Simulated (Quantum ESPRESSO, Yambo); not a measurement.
# Quasiparticle gap of InF3 (R-3c) in Yambo, part 3 of 3

Wanted: ground state, empty states, screening and self-energy for InF3 (R-3c).

Quantum ESPRESSO 7.5 and Yambo 5.3.0; LDA and many-body steps on it, plane waves. Known limits of the many-body steps: not at the basis limit; no spin-orbit coupling.

So far. Step 3 (Bands along the symmetry lines): The gap is 4.009 eV, as in the run before at this level. Step 4 (Empty states on the mesh, 4×4×4 mesh, 96 bands): On this mesh the gap is 4.009 eV.

## (5) Conversion and set-up

This step: Yambo 5.3.0; conversion and set-up on LDA, plane waves, norm-conserving pseudopotentials.

The states are converted to the many-body program's format and the q mesh is built.

On the command line:

```bash
(cd o/x.save; p2y > p2y.log; mv SAVE ../..); yambo > setup.log
```

The log of the run:

```text
 Yambo, version 5.3.0

 [02] CORE Variables Setup
 =========================

  [02.01] Unit cells
  ==================

  Cell kind             :  Unknown
  Atoms in the cell     :  In  F
  number of In atoms    :  2
  number of F  atoms    :   6

  List of atomic masses
  Mass of In    :  114.8200
  Mass of F     :  18.99800

  List of atomic coordinates    : [cc]
  In1       :   0.0000     -0.94486E-10   13.911      order 1
  In2       :  0.000000  0.000000  0.000000  order 2
  F1       :  -1.74217   2.66053  11.59230  order 3
  F2       :   3.17517   0.17850  11.59230  order 4
  F3       :   1.43300   2.83902  16.22922  order 5
  F4       :  -3.17517  -0.17850  16.22922  order 6
  F5       :   1.74217  -2.66053  16.22922  order 7
  F6       :  -1.43300  -2.83902  11.59230  order 8

  Alat factors          :  9.273843  9.273843  9.273843 [a.u.]
  Direct lattice volume :  776.8010 [a.u.]
  Direct lattice vectors:  A[ 1 ]  A[ 2 ]  A[ 3 ]
   A[ 1 ]:  0.530237  0.306132  1.000000  [iru]
   4.917334  2.839024  9.273843  [cc]
   A[ 2 ]: -0.530237  0.306132  1.000000  [iru]
  -4.917334  2.839024  9.273843  [cc]
   A[ 3 ]:  0.000000 -0.612265  1.000000  [iru]
   0.000000 -5.678048  9.273843  [cc]

  Recip. lattice volume :  0.319323 [a.u.]
  Recip. lattice vectors:  B[ 1 ]  B[ 2 ]  B[ 3 ]
   B[ 1 ]:  0.942975  0.544427  0.333333  [iku]
   0.638881  0.368858  0.225839  [cc]
   B[ 2 ]: -0.942975  0.544427  0.333333  [iku]
  -0.638881  0.368858  0.225839  [cc]
   B[ 3 ]: -0.71843E-17  -1.0889      0.33333      [iku]
  -0.48675E-17 -0.73772      0.22584      [cc]

  [02.02] Symmetries
  ==================

  Inversion symmetry    : yes
  Spatial inversion     : yes
  Inversion index       :   4
  K-space Time-reversal : no
  Magnetic symmetries   : no
  Group table correct   : yes
  Symmetries units      :  [cc]

   [S 1]:   1.0000     -0.74799E-17  0.36578E-17  0.12124E-16   1.0000      0.25198E-16  0.96331E-17  0.75849E-18   1.0000
   [S 2]: -0.50000      0.86603      0.36578E-17 -0.86603     -0.50000      0.25198E-16 -0.58824E-11 -0.10189E-10   1.0000
   [S 3]: -0.50000     -0.86603      0.36578E-17  0.86603     -0.50000      0.25198E-16  0.58824E-11 -0.10189E-10   1.0000
   [S 4]:  -1.0000      0.74799E-17 -0.36578E-17 -0.12124E-16  -1.0000     -0.25198E-16 -0.96331E-17 -0.75849E-18  -1.0000
   [S 5]:  0.50000     -0.86603     -0.36578E-17  0.86603      0.50000     -0.25198E-16  0.58824E-11  0.10189E-10  -1.0000
   [S 6]:  0.50000      0.86603     -0.36578E-17 -0.86603      0.50000     -0.25198E-16 -0.58824E-11  0.10189E-10  -1.0000

  [02.03] Reciprocal space
  ========================

  nG shells         :   5076
  nG charge         :   74873
  nG WFs            :  11321
  nC WFs            :   9408
  G-vecs. in first 80 shells:  [ Number ]
     1    3    9   15   21   27   33   35   47
    53   59   65   71   77   89   95  107  119
[...]
K [12]         [rlu]:  0.250000 -0.500000 -0.250000
[...]
K [13]         [rlu]: -0.500000 -0.500000 -0.500000
         WF components:   9338
  K [14]         [rlu]: -0.25000     -0.12311E-15  0.50000
         WF components:   9375

  [02.05] Energies & Occupations
  ==============================

  [X] === General ===
  [X] Electronic Temperature                        :  0.000000  0.000000 [eV K]
  [X] Bosonic    Temperature                        :  0.000000  0.000000 [eV K]
  [X] Finite Temperature mode                       : no
  [X] El. density                                   :  0.72974E+24 [cm-3]
  [X] Fermi Level                                   :  2.393526 [eV]

  [X] === Gaps and Widths ===
  [X] Conduction Band Min                           :  4.009337 [eV]
  [X] Valence Band Max                              :  0.000000 [eV]
  [X] Filled Bands                                  :   42
  [X] Empty Bands                                   :   43   96
  [X] Direct Gap                                    :  4.041771 [eV]
  [X] Direct Gap localized at k                     :  1
  [X] Indirect Gap                                  :  4.009337 [eV]
  [X] Indirect Gap between kpts                     :   7   1
  [X] Last valence band width                       :  0.129179 [eV]
  [X] 1st conduction band width                     :  3.087633 [eV]

  E @ K [ 1]:  [eV]
  -110.9434 -110.9434  -69.5628  -69.5628  -69.5623  -69.5623  -69.5448  -69.5441
[...]
occ @ K [ 1]
[...]
E @ K [ 2]:  [eV]
[...]
occ @ K [ 2]
[...]
E @ K [ 3]:  [eV]
[...]
occ @ K [ 3]
[...]
E @ K [ 8]:  [eV]
[...]
occ @ K [ 8]
[...]
E @ K [ 9]:  [eV]
[...]
occ @ K [ 9]
[...]
E @ K [10]:  [eV]
[...]
occ @ K [10]
[...]
E @ K [11]:  [eV]
[...]
occ @ K [11]
[...]
E @ K [12]:  [eV]
[...]
occ @ K [12]
[...]
E @ K [13]:  [eV]
[...]
occ @ K [13]
[...]
E @ K [14]:  [eV]
[...]
occ @ K [14]
[...]
0.000000  0.000000  0.000000  0.000000  0.000000  0.000000  0.000000  0.000000
   0.000000  0.000000  0.000000  0.000000  0.000000  0.000000  0.000000  0.000000

 [03] Transferred momenta grid and indexing
 ==========================================

 IBZ Q-points                                      :  14
 BZ  Q-points                                      :   64

 K/Q-points units:
 rlu = crystal or reduced units; cc = cartesian coordinates; iku = interal k-units

 Q [ 1]         [rlu]:  0.000000  0.000000  0.000000
 Q [ 2]         [rlu]: -0.34882E-16 -0.34882E-16  0.25000
 Q [ 3]         [rlu]:  0.49282E-16  0.49282E-16 -0.50000
[...]
Q [ 8]         [rlu]:  0.250000  0.250000  0.250000
 Q [ 9]         [rlu]:  0.250000  0.250000  0.500000
 Q [10]         [rlu]:  0.250000  0.250000 -0.250000
 Q [11]         [rlu]:  0.250000  0.500000  0.500000
 Q [12]         [rlu]:  0.250000  0.500000  0.750000
 Q [13]         [rlu]: -0.500000 -0.500000 -0.500000
 Q [14]         [rlu]: -0.25000     -0.16429E-15 -0.50000

  [03.01] X indexes
  =================

   [03.01.01] Sigma indexes
   ========================

 [06] Game Over & Game summary
```

Run time: 2.7 s. Hardware: 1 MPI rank of Arm Neoverse V2, shared host; peak memory 0.25 GiB.

## (6) Screening and self-energy, 4×4×4 mesh, 96 bands, screening to 68 eV

Now the one-shot GW correction: screening in the RPA, then the self-energy of the levels asked for.

This step: G0W0 on LDA, plane waves, norm-conserving pseudopotentials.

The input, gw1.in:

```
HF_and_locXC
gw0
dyson
ppa
em1d
rim_cut
RandQpts= 1000000
RandGvec= 1 RL
EXXRLvcs= 80 Ry
VXCRLvcs= 320 Ry
Chimod= "HARTREE"
% BndsRnXp
 1 | 96 |
%
NGsBlkXp= 5 Ry
% LongDrXp
 1 | 1 | 1 |
%
% GbndRnge
 1 | 96 |
%
DysSolver= "n"
ExtendOut
PPAPntXp= 27.21138 eV
% QPkrange
 7 | 7 | 41 | 44 |
 1 | 1 | 41 | 44 |
%
```

On the command line:

```bash
OMP_NUM_THREADS=2 mpirun -n 4 yambo -F gw1.in -J gw1 -C gw1 > gw1.log
```

The log of the run:

```text
 Yambo, version 5.3.0

 [02] CORE Variables Setup
 =========================

  [... cell, symmetries and grids as in the set-up ...]

  [02.05] Energies & Occupations
  ==============================

  [X] === General ===
  [X] Electronic Temperature                        :  0.000000  0.000000 [eV K]
  [X] Bosonic    Temperature                        :  0.000000  0.000000 [eV K]
  [X] Finite Temperature mode                       : no
  [X] El. density                                   :  0.72974E+24 [cm-3]
  [X] Fermi Level                                   :  2.393526 [eV]

  [X] === Gaps and Widths ===
  [X] Conduction Band Min                           :  4.009337 [eV]
  [X] Valence Band Max                              :  0.000000 [eV]
  [X] Filled Bands                                  :   42
  [X] Empty Bands                                   :   43   96
  [X] Direct Gap                                    :  4.041771 [eV]
  [X] Direct Gap localized at k                     :  1
  [X] Indirect Gap                                  :  4.009337 [eV]
  [X] Indirect Gap between kpts                     :   7   1
  [X] Last valence band width                       :  0.129179 [eV]
  [X] 1st conduction band width                     :  3.087633 [eV]

 [03] Transferred momenta grid and indexing
 ==========================================

 IBZ Q-points                                      :  14
 BZ  Q-points                                      :   64

 K/Q-points units:
 rlu = crystal or reduced units; cc = cartesian coordinates; iku = interal k-units

 Q [ 1]         [rlu]:  0.000000  0.000000  0.000000
 Q [ 2]         [rlu]: -0.34882E-16 -0.34882E-16  0.25000
 Q [ 3]         [rlu]:  0.49282E-16  0.49282E-16 -0.50000
 Q [ 4]         [rlu]:  0.18461E-16  0.25000      0.25000
 Q [ 5]         [rlu]:  0.15108E-15  0.25000      0.50000
 Q [ 6]         [rlu]:  0.74563E-16  0.25000     -0.25000
 Q [ 7]         [rlu]: -0.36922E-16 -0.50000     -0.50000
 Q [ 8]         [rlu]:  0.250000  0.250000  0.250000
 Q [ 9]         [rlu]:  0.250000  0.250000  0.500000
 Q [10]         [rlu]:  0.250000  0.250000 -0.250000
 Q [11]         [rlu]:  0.250000  0.500000  0.500000
 Q [12]         [rlu]:  0.250000  0.500000  0.750000
 Q [13]         [rlu]: -0.500000 -0.500000 -0.500000
 Q [14]         [rlu]: -0.25000     -0.16429E-15 -0.50000

 [04] Coloumb potential Random Integration (RIM)
 ===============================================

  [04.01] RIM initialization
  ==========================

  * Diagonal components only detected *

  8 x (sBL volume)        :  0.039915 [a.u.]
  sBZ random points       :  1000000
  Points outside the sBZ  :   7988742
  RL volume               :  0.319323 [a.u.]
  Integrated volume       :  0.319773 [a.u.]

  [04.02] RIM integrals
  =====================

  Gamma point sphere radius             :  0.061991 [a.u.]
  Points outside the sphere             :   799652
  [Int_sBZ(q=0) 1/q^2]*(Vol_sBZ)^(-1/3) =:  7.753065
                                 should be <:  7.795600

  Summary of Coulomb integrals for non-metallic bands |Q|[au] RIM/Bare

  Q [1] 0.100000E-4 0.994544 * Q [8] 0.169379 1.028176
  Q [2] 0.192878 1.076558 * Q [4] 0.216252 1.066047
  Q [9] 0.291577 1.024101 * Q [6] 0.319441 1.030907
  Q [11] 0.337204 1.016845 * Q [13] 0.338758 1.010690
  Q [5] 0.361568 1.021448 * Q [14] 0.361568 1.021767
  Q [10] 0.373154 1.022739 * Q [3] 0.385755 1.020169
  Q [7] 0.432504 1.015207 * Q [12] 0.465617 1.010633

 [05] Dipoles
 ============

  [05.01] Setup: observables and procedures
  =========================================

  [WARNING] [x,Vnl] slows the Dipoles computation. To neglect it rename the ns.kb_pp file

 [06] Dynamic Dielectric Matrix (PPA)
 ====================================

 [WR./gw1//ndb.pp]---------------------------------------------------------------
  Brillouin Zone Q/K grids (IBZ/BZ)                :   14   64   14   64
  RL vectors                                       :  11327 [WF]
  Coulomb cutoff potential                         : none
  Electronic Temperature                           :  0.000000 [K]
  Bosonic    Temperature                           :  0.000000 [K]
  PPA    diel. fun.  energies                      : Slater exchange(X)+Perdew & Wang(C)
  wavefunctions                                    : Slater exchange(X)+Perdew & Wang(C)
  Global Gauge                                     : length
  X matrix size                                    :  157
  X band range                                     :    1   96
  X e/h energy range                               : -1.000000 -1.000000 [eV]
  X Time ordering                                  : R
  X Hxc Kernel                                     : HARTREE
  X Drude frequency                                :  0.000000  0.000000
  X poles                                          :  100.0000 [o/o]
  RL vectors in the sum                            :  11327
  [r,Vnl] included                                 : yes
  Field direction                                  :  0.577350E-5  0.577350E-5  0.577350E-5
  BZ energy Double Grid                            : no
  BZ energy DbGd points                            : 0
  BZ Q point size factor                           : -1.000000
  X Optical Averaged directions                    : none

 [07] Local Exchange-Correlation + Non-Local Fock
 ================================================

 [VXC] Plane waves :   74873
 [EXS] Plane waves :   9339

 QP @ state[ 1 ] K range:  1  1
 QP @ state[ 1 ] b range:   41   44
 QP @ state[ 2 ] K range:   7   7
 QP @ state[ 2 ] b range:   41   44

 [xc] Functional : Slater exchange(X)+Perdew & Wang(C)
 [xc] LIBXC used to calculate xc functional
  PP Number of Atomic Species                      :  2
  NLCC RL compoments                               :   74873
  PP Number of Atomic Species                      :  2
  NLCC RL compoments                               :   74873

 [xc] E_xc :  -59.69007 [Ha]
      E_xc :  -119.3801 [Ry]

  Local XC kind (lXC) : Slater exchange(X)+Perdew & Wang(C)
  Non-Local XC kind (nlXC) : Hartree-Fock

  Corrections @ K [1] :  [eV]
 <41|nlXC|41> = -30.71637 -0.65856E-17 <41|lXC|41> = -22.75053  0.37763E-15
 <42|nlXC|42> = -30.71639 -0.28762E-17 <42|lXC|42> = -22.75056 -0.37763E-15
 <43|nlXC|43> = -10.34933 -0.54384E-18 <43|lXC|43> = -15.00354 -0.37766E-15
 <44|nlXC|44> = -13.25187 -0.54746E-19 <44|lXC|44> = -19.92589 -0.23608E-16

  Corrections @ K [7] :  [eV]
 <41|nlXC|41> = -30.87884  0.12836E-17 <41|lXC|41> = -23.60422  0.94408E-16
 <42|nlXC|42> = -30.81241 -0.15869E-16 <42|lXC|42> = -22.91544 -0.28322E-15
 <43|nlXC|43> = -12.86165  0.12591E-17 <43|lXC|43> = -18.19569 -0.59007E-16
 <44|nlXC|44> = -13.06256 -0.16406E-18 <44|lXC|44> = -19.12040  0.74679E-19

 [08] Dyson equation: Newton solver
 ==================================

  [08.01] G0W0 (W PPA)
  ====================

  [  GW  ] Bands range     :    1   96
  [GW/PPA] G damping       :  0.100000 [eV]

  QP @ state[ 1 ] K range:  1  1
  QP @ state[ 1 ] b range:   41   44
  QP @ state[ 2 ] K range:   7   7
  QP @ state[ 2 ] b range:   41   44

   Sc/G bands                                       :    1   96
   Sc/G damping                                     :  0.100000 ev
   Sc bands terminator                              : no
   Sx RL components                                 :   9339

   QP @ state[ 1 ] K range                          :  1  1
   QP @ state[ 1 ] b range                          :   41   44
   QP @ state[ 2 ] K range                          :   7   7
   QP @ state[ 2 ] b range                          :   41   44
   GF energies kind                                 : Slater exchange(X)+Perdew & Wang(C)
   GF WF`s kind                                     : Slater exchange(X)+Perdew & Wang(C)
   Xs energies kind                                 : Slater exchange(X)+Perdew & Wang(C)
   Xs WF`s kind                                     : Slater exchange(X)+Perdew & Wang(C)

 [11] Game Over & Game summary
```

It took 3.8 min on 4 MPI ranks; peak memory 6.3 GiB; 26 min of CPU time.

This step gave:

- G0W0 gap on the points computed: 8.089 eV
- starting gap on the mesh: 4.009 eV
- k of the valence top: 0, -0.5, -0.5
- k of the conduction bottom: 0, 0, 0
- least direct G0W0 gap on the computed points: 8.165 eV
- Z at the valence top: 0.8045
- Z at the conduction bottom: 0.8704

The gap on the mesh goes from 4.01 eV to 8.09 eV, a correction of +4.08 eV.

Limits: finite bands, cutoff and mesh; no spin-orbit coupling. v1 is the top filled band, c1 the lowest empty one. The levels before and after the correction (eV, zero at the valence-band top of each column):

|  | conduction bottom | valence top |
| --- | --- | --- |
| Kohn-Sham | 4.01 | 0.00 |
| G0W0 | 8.09 | 0.00 |

|  | level | energy (eV) |
| --- | --- | --- |
| Kohn-Sham | Γ v2-v1 | -0.032 |
| Kohn-Sham | Γ c1 | 4.009 |
| Kohn-Sham | Γ c2 | 9.417 |
| Kohn-Sham | (0 -0.5 -0.5) v2 | -0.152 |
| Kohn-Sham | (0 -0.5 -0.5) v1 | 0.000 |
| Kohn-Sham | (0 -0.5 -0.5) c1 | 6.535 |
| Kohn-Sham | (0 -0.5 -0.5) c2 | 8.084 |
| G0W0 | Γ v2-v1 | -0.076 |
| G0W0 | Γ c1 | 8.089 |
| G0W0 | Γ c2 | 14.602 |
| G0W0 | (0 -0.5 -0.5) v2 | 0.000 |
| G0W0 | (0 -0.5 -0.5) v1 | -0.019 |
| G0W0 | (0 -0.5 -0.5) c1 | 11.133 |
| G0W0 | (0 -0.5 -0.5) c2 | 13.016 |

## (7) Where the time went

Times are wall times on the hardware named with each run, good to a factor of about two.

| step | time | share | memory (GiB) |
| --- | --- | --- | --- |
| ground state | 42 s | 14 % | 1.3 |
| bands along the symmetry lines | 14 s | 5 % | 0.94 |
| empty states on the mesh | 14 s | 5 % | 0.77 |
| conversion and set-up | 2.7 s | 1 % | 0.25 |
| screening and self-energy | 3.8 min | 76 % | 6.3 |

## (8) What came out

| Quantity | Value |
| --- | --- |
| LDA gap | 4.01 eV, indirect (only 32 meV under the direct gap) |
| G0W0 gap on the mesh | 8.09 eV |
| GW settings | 4×4×4 mesh, 96 bands, screening to 68 eV, Godby-Needs plasmon pole |
| known limits | not at the basis limit; no spin-orbit coupling |

G0W0 moves the gap on the mesh from 4.01 eV to 8.09 eV (+4.08 eV), with Z of 0.80 and 0.87 at the edges. Only 2 of the mesh's irreducible points were corrected, so a valley elsewhere could overtake. The dearest step here is «screening and self-energy». Bands and cutoff are finite, so the gap is not at the basis limit. The miss can reach some tenths of an eV and take either sign; the mesh is an error of its own. In the G0W0 run levels were corrected at 2 k points alone, so a gap called «on the mesh» is the least over those, and an edge elsewhere would be missed. The many-body steps are scalar-relativistic: spin-orbit coupling is not in them.

[Paths, hosts, dates, memory and timing lines, banners, echoed tables and standing remarks are left out of the program output.]

[Logs are printed without paths, hosts, clocks, repeated set-up lines and the standing remarks that a program may print on its own settings, such as how far it seeks lower states.]

[Runs of the session that timed out or met a known fault of the program may be left out.]

[Hosts, paths, dates, database ids (printed as entryN), source tags and the programs' standing remarks are cut or masked in the printed files.]
